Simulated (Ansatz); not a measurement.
**What TiSn (model cell, started as zinc blende) distorts into**

Aim: this structure of TiSn (model cell, started as zinc blende) is to be tested for unstable modes, and one is followed downhill.

Program: Ansatz 0.2.0. Level of theory: DFT PBEsol, scalar-relativistic, plane waves, PAW. Values are calculated unless marked as measured.

The structure was built from a prototype and need not be the compound's stable phase.

## Step 1: The structure

The structure is cubic, space group F-43m (No. 216). Conventional cell: a = 6.223 Å, b = 6.223 Å, c = 6.223 Å, α = 90.00°, β = 90.00°, γ = 90.00°. Nearest to Ti lie 4 Sn at 2.69 Å. Sn has 4 Ti at 2.69 Å nearest. Farther neighbours, and contacts between anions beyond the nearest, are not listed.

## Step 2: Response at finite wavevector

Stability and thermal properties need the whole zone. Linear response on a 4×4×4 q mesh gives force constants as far as a supercell of that size would.

The input, input.yaml:

```yaml
crystal:
  lattice:
    - [0.0, 3.1114707669, 3.1114707669]
    - [3.1114707669, 0.0, 3.1114707669]
    - [3.1114707669, 3.1114707669, 0.0]
  atoms:
    - { symbol: Ti, position: [0.0, 0.0, 0.0] }
    - { symbol: Sn, position: [0.25, 0.25, 0.25] }
kpoints:
  mp_grid: { grid: [12, 12, 12] }
hamiltonian:
  xc: pbesol
scf:
  occupations: { method: gaussian, width: 0.01 }
output:
  eigenvalues: true
phonons:
  method: dfpt
  qmesh: [4, 4, 4]
  temperatures: { t_max: 1000, t_step: 50 }
  qpath:
    path:
      - [[0.0, 0.0, 0.0], [-0.5, -0.5, 0.0], [-0.375, -0.375, 0.25]]
      - [[-0.375, 0.0, 0.375], [0.0, 0.0, 0.0], [0.0, 0.0, 0.5], [-0.5, -0.25, 0.25], [-0.5, -0.5, 0.0]]
    npoints: 10
```

On the command line:

```console
ansatz run input.yaml --threads 4 --pin off --max-ram 7168MiB --backend cpu --events-out ev --progress --plain --runs-dir out
```

What it wrote:

```text
Warning: phonons: the dynamical matrix that this run interpolates holds no multipole term above the dipole-dipole one, and a site of this crystal is no centre of inversion, so its interpolated transverse optical and acoustic branches and sound speeds can stay off near Gamma, and the density of states and the thermodynamics with them. What a run solves at a wave vector of phonons.qpoints, Gamma apart, where the deck admits one, is free of this, and under fd what a larger phonons.supercell samples
Engine: ansatz 0.2.0, aarch64-unknown-linux-gnu
Pseudopotentials: kind: paw
Pseudopotential: Ti, paw, valence charge 12, recommended cutoff 420 eV (normal), Ti.paw.azcp
Pseudopotential: Sn, paw, valence charge 14, recommended cutoff 420 eV (normal), Sn.paw.azcp
Functional definition: PBEsol
  exchange = pbesol_x
  correlation = pbesol_c
Crystal: 2 atoms, lattice volume = 60.246 Å³
Basis set: ecut = 420 eV, 1243 PW (Γ), exchange–correlation on 60×60×60 points (8 copies of the dense FFT grid, shifted against one another)
Bands: 17, of which v1, the nominal top of the filled ones, is band 13 counted from 1 (12 counted from 0)
Symmetry: 24 space group operations
k-points: 72 of 1728 (time reversal used)
Non-local potential: Ti, projectors of the file, l = 0: 3, l = 1: 2, l = 2: 3, l = 3: 1
Non-local potential: Sn, projectors of the file, l = 0: 2, l = 1: 2, l = 2: 2, l = 3: 2
PAW form: soft (Blöchl's): semilocal exchange-correlation on the pseudo side does not see the compensation charge
PAW frozen core: Ti, regenerated for the run's functional, and the local potential with it (the file was generated under x = pbe(κ = 0.804, μ = 0.219515), c = pbe(β = 0.066725))
PAW frozen core: Sn, regenerated for the run's functional, and the local potential with it (the file was generated under x = pbe(κ = 0.804, μ = 0.219515), c = pbe(β = 0.066725))
PAW one-centre angular grid: Ti, 590 points (default); XC on 64 Gauss nodes
PAW one-centre angular grid: Sn, 590 points (default); XC on 64 Gauss nodes
Initial density: superposition of atomic densities (neutral atoms: chi_scale 0, normalization atom), corrected by the library's trained network
Initial wavefunctions: pseudopotential atomic-orbital guess
Functional: x = pbesol(κ = 0.804, μ = 0.123457), c = pbesol(β = 0.046)
SCF iter   1: F=—  HF=-8422.034136 eV  |F-HF|=—  |Δ(HF+E_count)|=         —  Δρ=1.08e-2  dr2=9.63e-2  ethr=1.77e-3  ⟨swp⟩=6.2  Hψ=6565  notcnv=0
preconditioner: auto → none  [insulator: Δε(μ)=0.247 eV  Ē_g=13.809 eV  σ=0.010 eV  W_gap=1.00  n_scr=14 (ndim 8)  ℏωp=20.3 eV  f_vac=0.002  D(μ)=0.00/eV (n_scr^D=0)  ε∞_Penn≈3.2]
SCF iter   2: F=—  HF=-8422.021039 eV  |F-HF|=—  |Δ(HF+E_count)|=   1.31e-2  Δρ=2.66e-3  dr2=4.68e-3  ethr=3.70e-4  ⟨swp⟩=2.0  Hψ=2088  notcnv=0
SCF iter   3: F=—  HF=-8422.020687 eV  |F-HF|=—  |Δ(HF+E_count)|=   3.51e-4  Δρ=4.86e-4  dr2=5.13e-5  ethr=1.80e-5  ⟨swp⟩=2.0  Hψ=1709  notcnv=0
SCF iter   4: F=—  HF=-8422.020741 eV  |F-HF|=—  |Δ(HF+E_count)|=   5.39e-5  Δρ=5.69e-5  dr2=1.65e-6  ethr=1.97e-7  ⟨swp⟩=2.0  Hψ=1631  notcnv=0
SCF iter   5: F=—  HF=-8422.020743 eV  |F-HF|=—  |Δ(HF+E_count)|=   1.67e-6  Δρ=4.03e-6  dr2=5.98e-9  ethr=6.35e-9  ⟨swp⟩=2.0  Hψ=1436  notcnv=0
SCF iter   6: F=—  HF=-8422.020743 eV  |F-HF|=—  |Δ(HF+E_count)|=   1.14e-9  Δρ=1.61e-6  dr2=1.36e-9  ethr=2.30e-11  ⟨swp⟩=2.2  Hψ=2187  notcnv=0
SCF iter   7: F=—  HF=-8422.020743 eV  |F-HF|=—  |Δ(HF+E_count)|=  5.69e-10  Δρ=4.21e-7  dr2=1.27e-10  ethr=5.22e-12  ⟨swp⟩=2.0  Hψ=1872  notcnv=0
SCF iter   8: F=-8422.020743 eV  HF=-8422.020743 eV  |F-HF|=1.82e-12  |Δ(HF+E_count)|=  1.64e-11  Δρ=4.75e-8  dr2=1.47e-12  ethr=1.00e-12  ⟨swp⟩=4.9  Hψ=5145  notcnv=0
SCF 1 converged in 8 iterations: F = -8422.020743 eV  dr2 = 1.47e-12
  greatest PAW one-centre occupation: 0.999 electrons in one spin orbital (limit 2), on the Ti atom at site 0 (counted from 0), in its partial waves of l = 0
Initial density: read from a saved state, or passed on in memory by an earlier SCF of this step, an earlier step, the calling program or the single point that the run made first
iter 1 solved again at ethr=1.47e-7 eV; its pass at ethr=3.10e-3 eV (dr2=3.83e-5 eV) is discarded
SCF iter   1: F=—  HF=-8422.020745 eV  |F-HF|=—  |Δ(HF+E_count)|=         —  Δρ=4.39e-7  dr2=1.14e-10  ethr=1.47e-7  ⟨swp⟩=3.4  Hψ=9179  notcnv=0
eigensolver tolerance schedule: the retry pair's looser diagonalisation over-reported the residual by 335914.26 of it (diagonalisation noise at an unbounded share of the residual, at the tolerance the schedule requests for it); recorded, not acted on — ethr = c·dr2/N_el stays at c = 1.0e-1
preconditioner: auto → none  [insulator: Δε(μ)=0.197 eV  Ē_g=13.678 eV  σ=0.010 eV  W_gap=1.00  n_scr=14 (ndim 8)  ℏωp=20.3 eV  f_vac=0.002  D(μ)=0.00/eV (n_scr^D=0)  ε∞_Penn≈3.2]
[...]
iter 7 did not close the SCF: its close was put off for the readings that it lacked (scf_convergence_deferred on its scf_iter line)
SCF iter   7: F=-8422.020743 eV  HF=-8422.020743 eV  |F-HF|=0.00e0  |Δ(HF+E_count)|=    0.00e0  Δρ=8.42e-9  dr2=2.82e-14  ethr=1.00e-12  ⟨swp⟩=1.0  Hψ=1224  notcnv=0
SCF iter   8: F=-8422.020743 eV  HF=-8422.020743 eV  |F-HF|=1.82e-12  |Δ(HF+E_count)|=    0.00e0  Δρ=8.84e-10  dr2=3.00e-16  ethr=1.00e-12  ⟨swp⟩=1.0  Hψ=2736  notcnv=0
SCF 2 converged in 8 iterations: F = -8422.020743 eV  dr2 = 3.00e-16
k-points: 280 of 1728 (irreducible under 4 space group operations, time reversal used)
iter 1 solved again at ethr=2.99e-9 eV; its pass at ethr=3.10e-3 eV (dr2=7.77e-7 eV) is discarded
SCF iter   1: F=—  HF=-8422.020743 eV  |F-HF|=—  |Δ(HF+E_count)|=         —  Δρ=6.30e-8  dr2=2.07e-12  ethr=2.99e-9  ⟨swp⟩=3.8  Hψ=36982  notcnv=0  defer=560
eigensolver tolerance schedule: the retry pair's looser diagonalisation over-reported the residual by 374609.50 of it (diagonalisation noise at 0.57 of the residual, at the tolerance the schedule requests for it); recorded, not acted on — ethr = c·dr2/N_el stays at c = 1.0e-1
preconditioner: auto → none  [insulator: Δε(μ)=0.197 eV  Ē_g=13.678 eV  n_scr=14 (ndim 8)  ℏωp=20.3 eV  f_vac=0.002  ε∞_Penn≈3.2]
SCF iter   2: F=-8422.020743 eV  HF=-8422.020743 eV  |F-HF|=9.09e-12  |Δ(HF+E_count)|=   2.11e-8  Δρ=1.11e-7  dr2=1.06e-11  ethr=1.00e-12  ⟨swp⟩=6.9  Hψ=18209  notcnv=0
SCF 3 converged in 2 iterations: F = -8422.020743 eV  dr2 = 1.06e-11
NSCF: frozen V_eff on 1 k-points
[...]
SCF iter   4: F=-8422.018301 eV  HF=-8422.018301 eV  |F-HF|=3.68e-8  |Δ(HF+E_count)|=   1.67e-8  Δρ=6.31e-6  dr2=4.15e-8  ethr=4.54e-10
SCF 1 converged in 4 iterations: F = -8422.018301 eV  dr2 = 4.15e-8
DFPT response loops at Γ: preconditioner auto → none (the input reference at scf.mixing.eps_inf says where Resta's filter doesn't serve); β = 0.50; Broyden in place of MSR1
NSCF: frozen V_eff on 72 k-points
NSCF: frozen V_eff on 163 k-points
DFPT response loops at q = (0, 0, 0) (fractional): preconditioner auto → Resta (q_TF=auto, 2.372 Å⁻¹)  ε∞=17.5 (no band partly filled); β = 1.00, the filter's whole step (`scf.mixing.beta` (0.50) is not read by the response loops at its default; to damp them type it under 1.00, their step now; it binds the ground state too); Broyden in place of MSR1
NSCF: frozen V_eff on 1872 k-points
DFPT response loops at q = (0, 0, 0.25) (fractional): mixed as the last ones told, above
NSCF: frozen V_eff on 952 k-points
DFPT response loops at q = (0, 0, -0.5) (fractional): mixed as the last ones told, above
NSCF: frozen V_eff on 1020 k-points
DFPT response loops at q = (0, 0.25, 0.25) (fractional): mixed as the last ones told, above
NSCF: frozen V_eff on 3456 k-points
DFPT response loops at q = (0, 0.25, -0.5) (fractional): mixed as the last ones told, above
NSCF: frozen V_eff on 1872 k-points
DFPT response loops at q = (0, 0.25, -0.25) (fractional): mixed as the last ones told, above
NSCF: frozen V_eff on 560 k-points
DFPT response loops at q = (0, -0.5, -0.5) (fractional): mixed as the last ones told, above
NSCF: frozen V_eff on 1020 k-points
DFPT response loops at q = (0.25, -0.5, -0.25) (fractional): mixed as the last ones told, above
SCF converged after 8 iterations
Free energy (F): -8422.020743 eV
Harris-Foulkes:  -8422.020743 eV  (|F-HF|=1.82e-12)
Internal energy: -8422.020743 eV  (E = F + TS)
E sigma→0 (E₀):  -8422.020743 eV
Fermi energy:    7.078995 eV
--- Per-component energies (eV) ---
  E_band       = -351.947439
  E_kinetic    = 458.447739
  E_local      = -2319.300522  (includes V_loc(G=0)·N_el)
  E_nonlocal   = -19.079172
  E_hartree    = 1135.423166
  E_xc         = -474.056778
  E_vxc        = -216.011318  (∫ρ·V_xc dr)
  E_paw        = -5088.567694  (= ΣΔE_a)
  E_vpaw       = -526.850583  (= ΣTr[D̂ρ^β])
  E_aug_tail   = 0.000111  (compensation charges beyond the density's cutoff)
  E_ewald      = -2115.311818
  E_core_change = 0.424224  (= ΣΔE_core)
  E_smearing   = -0.000000  (= −TS)
  E_closure    = 0.000000  (closes the sum)
  Σ components = -8422.020743   (vs F -8422.020743, Δ=0.00e0)
--- Band table (eV; the first three rows and the last of 72) ---
  k-point 0: bands = [... 9 lower, -0.8285, 6.2296, 6.2296, 6.2296, 7.8531, 7.8531, 12.0542, 12.7168]
  k-point 1: bands = [... 9 lower, -0.7629, 6.1246, 6.2508, 6.2508, 7.8397, 7.8397, 11.5895, 12.4845]
  k-point 2: bands = [... 9 lower, -0.5728, 5.8391, 6.3051, 6.3051, 7.8141, 7.8141, 10.5466, 12.0347]
  k-point 71: bands = [... 9 lower, 0.9752, 5.3266, 5.5220, 6.7567, 7.2341, 7.8908, 8.1110, 8.5962]
--- Phonons (Γ-DFPT): 2 representative perturbations + reference (Σ response iterations 6) ---
  ASR residual: 4.928e-5 → 0.000e0 eV/Å²; symmetrization residual: 6.796e-6 eV/Å²
  ASR residual per site (eV/Å²): 4.93e-5 4.26e-5
  Γ frequencies (cm⁻¹): 0.00 0.00 0.00 214.87 214.87 214.87
  Unit cell's response to a homogeneous field: 3 representative field directions (Σ response iterations 15)
  ε∞ (high-frequency dielectric tensor):
       37.305788     0.000000    -0.000000
        0.000000    37.305788    -0.000000
       -0.000000    -0.000000    37.305788
  ε⁰ (static dielectric tensor): not given — the deck does not say what the cell's rigid motions are, and on a molecule in a box or a wire the rigid rotations would enter the sum over the modes at Γ. For a crystal or a slab, whose only rigid motions are the translations, set phonons.rigid_motions: translations.
  Born effective charges Z* (e; rows j = field, columns β = displacement):
    site 0:
         4.40494   -0.00000   -0.00000
         0.00000    4.40494    0.00000
         0.00000    0.00000    4.40494
    site 1:
        -4.40494    0.00000    0.00000
        -0.00000   -4.40494   -0.00000
        -0.00000   -0.00000   -4.40494
  Z* charge neutrality: 3.059e-3 e pre-enforcement
  solved inside a basis spanned on the 12×12×12 k-mesh, on 12×12×12 k-points, its susceptibility summed on 16×16×16: ε∞ is read to err by 1.7e-1, Z* by 3.1e-2 e; Z* is corrected for what the basis lacks
  optical modes at Γ without the LO–TO term, one row a degenerate level:
      ω (cm⁻¹)  modes    IR ((D/Å)²/amu)
        214.87      3            39.3690
  optical modes at Γ + LO–TO along q̂ = [1.0000, 0.0000, 0.0000]:
      ω (cm⁻¹)  modes    IR ((D/Å)²/amu)
        214.87      2            26.2460
        242.12      1            13.1230
  optical modes at Γ + LO–TO along q̂ = [0.0000, 1.0000, 0.0000]:
      ω (cm⁻¹)  modes    IR ((D/Å)²/amu)
        214.87      2            26.2460
        242.12      1            13.1230
  optical modes at Γ + LO–TO along q̂ = [0.0000, 0.0000, 1.0000]:
      ω (cm⁻¹)  modes    IR ((D/Å)²/amu)
        214.87      2            26.2460
        242.12      1            13.1230
--- Phonons (arbitrary-q DFPT): 8 irreducible q on the 4×4×4 mesh ---
  q = [0.0000, 0.0000, 0.0000] (star 1, of the zone-centre solve; hermiticity 2.35e-6, symmetrization 6.31e-13): -0.00 -0.00 0.00 214.87 214.87 214.87
  q = [0.0000, 0.0000, 0.2500] (star 8, 2 solved perturbations on 936 of 1728 k-point pairs; hermiticity 1.44e-6, symmetrization 5.53e-13): -25.53 -25.53 61.03 220.40 220.40 235.20
  q = [0.0000, 0.0000, -0.5000] (star 4, 2 solved perturbations on 476 of 1728 k-point pairs; hermiticity 1.71e-6, symmetrization 3.70e-12): -31.38 -31.38 88.97 220.12 225.72 225.72
  q = [0.0000, 0.2500, 0.2500] (star 6, 4 solved perturbations in 1608 linear systems a pass and spin channel, the states on 510 of 1728 k-point pairs; hermiticity 2.89e-6, symmetrization 9.85e-13): -36.34 -36.34 76.42 218.26 218.26 229.24
  q = [0.0000, 0.2500, -0.5000] (star 24, 4 solved perturbations in 5328 linear systems a pass and spin channel, the states on 1728 of 1728 k-point pairs; hermiticity 1.61e-6, symmetrization 1.08e-12): -51.87 -39.73 112.68 209.94 218.18 222.23
  q = [0.0000, 0.2500, -0.2500] (star 12, 4 solved perturbations in 2892 linear systems a pass and spin channel, the states on 936 of 1728 k-point pairs; hermiticity 2.14e-6, symmetrization 1.34e-12): -49.95 -34.14 100.78 214.80 220.52 224.03
  q = [0.0000, -0.5000, -0.5000] (star 3, 4 solved perturbations in 886 linear systems a pass and spin channel, the states on 280 of 1728 k-point pairs; hermiticity 3.82e-6, symmetrization 1.13e-12): -45.59 -45.59 125.55 199.21 217.54 217.54
  q = [0.2500, -0.5000, -0.2500] (star 6, 4 solved perturbations in 1544 linear systems a pass and spin channel, the states on 510 of 1728 k-point pairs; hermiticity 8.13e-7, symmetrization 3.17e-12): -54.06 -50.49 130.02 197.93 211.34 223.08
  sum rule: each row above includes the acoustic sum rule's correction from the zone centre's row sums; it moved no ω² by more than (0.53 cm⁻¹)²
  mesh force constants: q→R imaginary residual 2.88e-18; ASR residual 4.928e-5 → 0.000e0 eV/Å²; symmetrization residual 6.217e-15 eV/Å²
  interpolated dispersion: 63 rows × 6 modes
  density of states and harmonic sums: on the 20×20×20 q-mesh, interpolated from the force constants of a 4×4×4 supercell (with the dipole–dipole term)
  largest difference from the sums on the solved wave vectors: F 4.58e-3 eV, S 5.92e-6 and C_V 1.33e-6 eV/K
  zero-point energy: 0.046848 eV/cell   skipped modes (ω ≤ 0): 513, of them read as no rigid motion or as one in doubt: 510 (2.000e0 modes/cell left out, lowest -58.73 cm⁻¹)   left out of the sums: 3.33e-1 of the cell's modes: C_V's classical limit lies that fraction below 3 k_B per atom; for a crystal, a wire or a layer, F and S can be off by more, and a phonons.interpolated_qmesh denser along its periods is the remedy for the sampling
```

The job ended after 7.4 min (4 threads of Arm Neoverse V1, shared host; peak memory 4 GiB).

In the SCF lines HF is the Harris–Foulkes energy and dr2 the Hartree energy of the density residual, in eV; the loop may stop once dr2 is under the threshold and the program's other checks hold. Hψ counts applications of the Hamiltonian.

This step gave:

| Property | Result |
| --- | --- |
| gap on the k-mesh | 0.1970 eV |
| volume per atom | 30.12 Å³ |
| sum-rule residual before enforcement | 4.93e-5 eV/Å² |
| lowest frequency on the path | -58.95 cm⁻¹ |
| point group | -43m |
| highest frequency on path, mesh or solved points | 242.1 cm⁻¹ |
| highest optical mode at the zone centre (no LO-TO term) | 214.9 cm⁻¹ |
| lowest optical zone-centre mode | 214.9 cm⁻¹ |
| lowest mode on the q mesh (acoustic modes at Γ apart) | -54.06 cm⁻¹ |

Frequencies (cm⁻¹) solved at each irreducible wavevector; negative means imaginary. Frequencies by wavevector, by row:

| q in reciprocal lattice units | star | mode 1 | mode 2 | mode 3 | mode 4 | mode 5 | mode 6 |
| --- | --- | --- | --- | --- | --- | --- | --- |
| 0 0 0 | 1 | 0 | 0 | 0 | 214.9 | 214.9 | 214.9 |
| 0 0 0.25 | 8 | -25.5 | -25.5 | 61 | 220.4 | 220.4 | 235.2 |
| 0 0 -0.5 | 4 | -31.4 | -31.4 | 89 | 220.1 | 225.7 | 225.7 |
| 0 0.25 0.25 | 6 | -36.3 | -36.3 | 76.4 | 218.3 | 218.3 | 229.2 |
| 0 0.25 -0.5 | 24 | -51.9 | -39.7 | 112.7 | 209.9 | 218.2 | 222.2 |
| 0 0.25 -0.25 | 12 | -50 | -34.1 | 100.8 | 214.8 | 220.5 | 224 |
| 0 -0.5 -0.5 | 3 | -45.6 | -45.6 | 125.5 | 199.2 | 217.5 | 217.5 |
| 0.25 -0.5 -0.25 | 6 | -54.1 | -50.5 | 130 | 197.9 | 211.3 | 223.1 |

Interpolated from a 4×4×4 q mesh, with the LO-TO term (at Γ the limit along the path). The phonon branches at the labelled points (cm⁻¹):

| point | branch 1 | branch 2 | branch 3 | branch 4 | branch 5 | branch 6 |
| --- | --- | --- | --- | --- | --- | --- |
| Γ | 0 | 0 | 0 | 215 | 215 | 242 |
| halfway | -36 | -36 | 76 | 218 | 218 | 229 |
| X | -46 | -46 | 126 | 199 | 218 | 218 |
| halfway | -50 | -45 | 126 | 199 | 217 | 219 |
| U | -57 | -44 | 126 | 201 | 215 | 222 |
| jump to K | -57 | -44 | 126 | 201 | 215 | 222 |
| halfway | -36 | -30 | 77 | 218 | 222 | 230 |
| Γ | 0 | 0 | 0 | 215 | 215 | 242 |
| halfway | -26 | -26 | 61 | 220 | 220 | 235 |
| L | -31 | -31 | 89 | 220 | 226 | 226 |
| halfway | -54 | -38 | 112 | 211 | 217 | 225 |
| W | -54 | -50 | 130 | 198 | 211 | 223 |
| halfway | -50 | -48 | 128 | 198 | 215 | 221 |
| X | -46 | -46 | 126 | 199 | 218 | 218 |

The phonon branches as a text plot (rows in cm⁻¹):

```
    236 |******                 **************
    223 |   ************************      ***********************
    211 |***     ***   *********    ******          ***********
    198 |           *******                             *********
    186 |
    173 |
    161 |
    148 |
    135 |                                                 **
    123 |           ********                           ***  *****
    110 |         **        ***                      **
     98 |        *             *                   **
     85 |       *                              ****
     73 |      *                *            **
     60 |    **                  *          *
     48 |   *                     **       *
     35 |  *                        *     *
     23 |                                *
     10 | *                          *  *
     -3 |*                           ****
    -15 | **                      ***    **
    -28 |   ***                *****       *********
    -40 |      ******************                  ******      **
    -53 |              ********                      ***********
         Γ           X  U|K            Γ         L        W     X
```

Symmetry leaves 8 wavevectors to solve. The lowest mode among them, the acoustic zeros apart, lies at q = (0.25, -0.5, -0.25) and is imaginary, 54.1i cm⁻¹, so the energy falls along it. Between them the interpolated path dips to 59i cm⁻¹.

(Continued in part 2 of 3.)

[Long decimals in the printed logs are rounded to 6 places.]

[Logs are printed without paths, hosts, clocks, repeated set-up lines and the standing remarks that a program may print on its own settings, such as how far it seeks lower states.]

[Hosts, paths, dates, database ids (printed as entryN), source tags and the programs' standing remarks are cut or masked in the printed files.]

[Where the starting crystal was built by hand or by swapping elements, it need not be the compound's stable phase.]
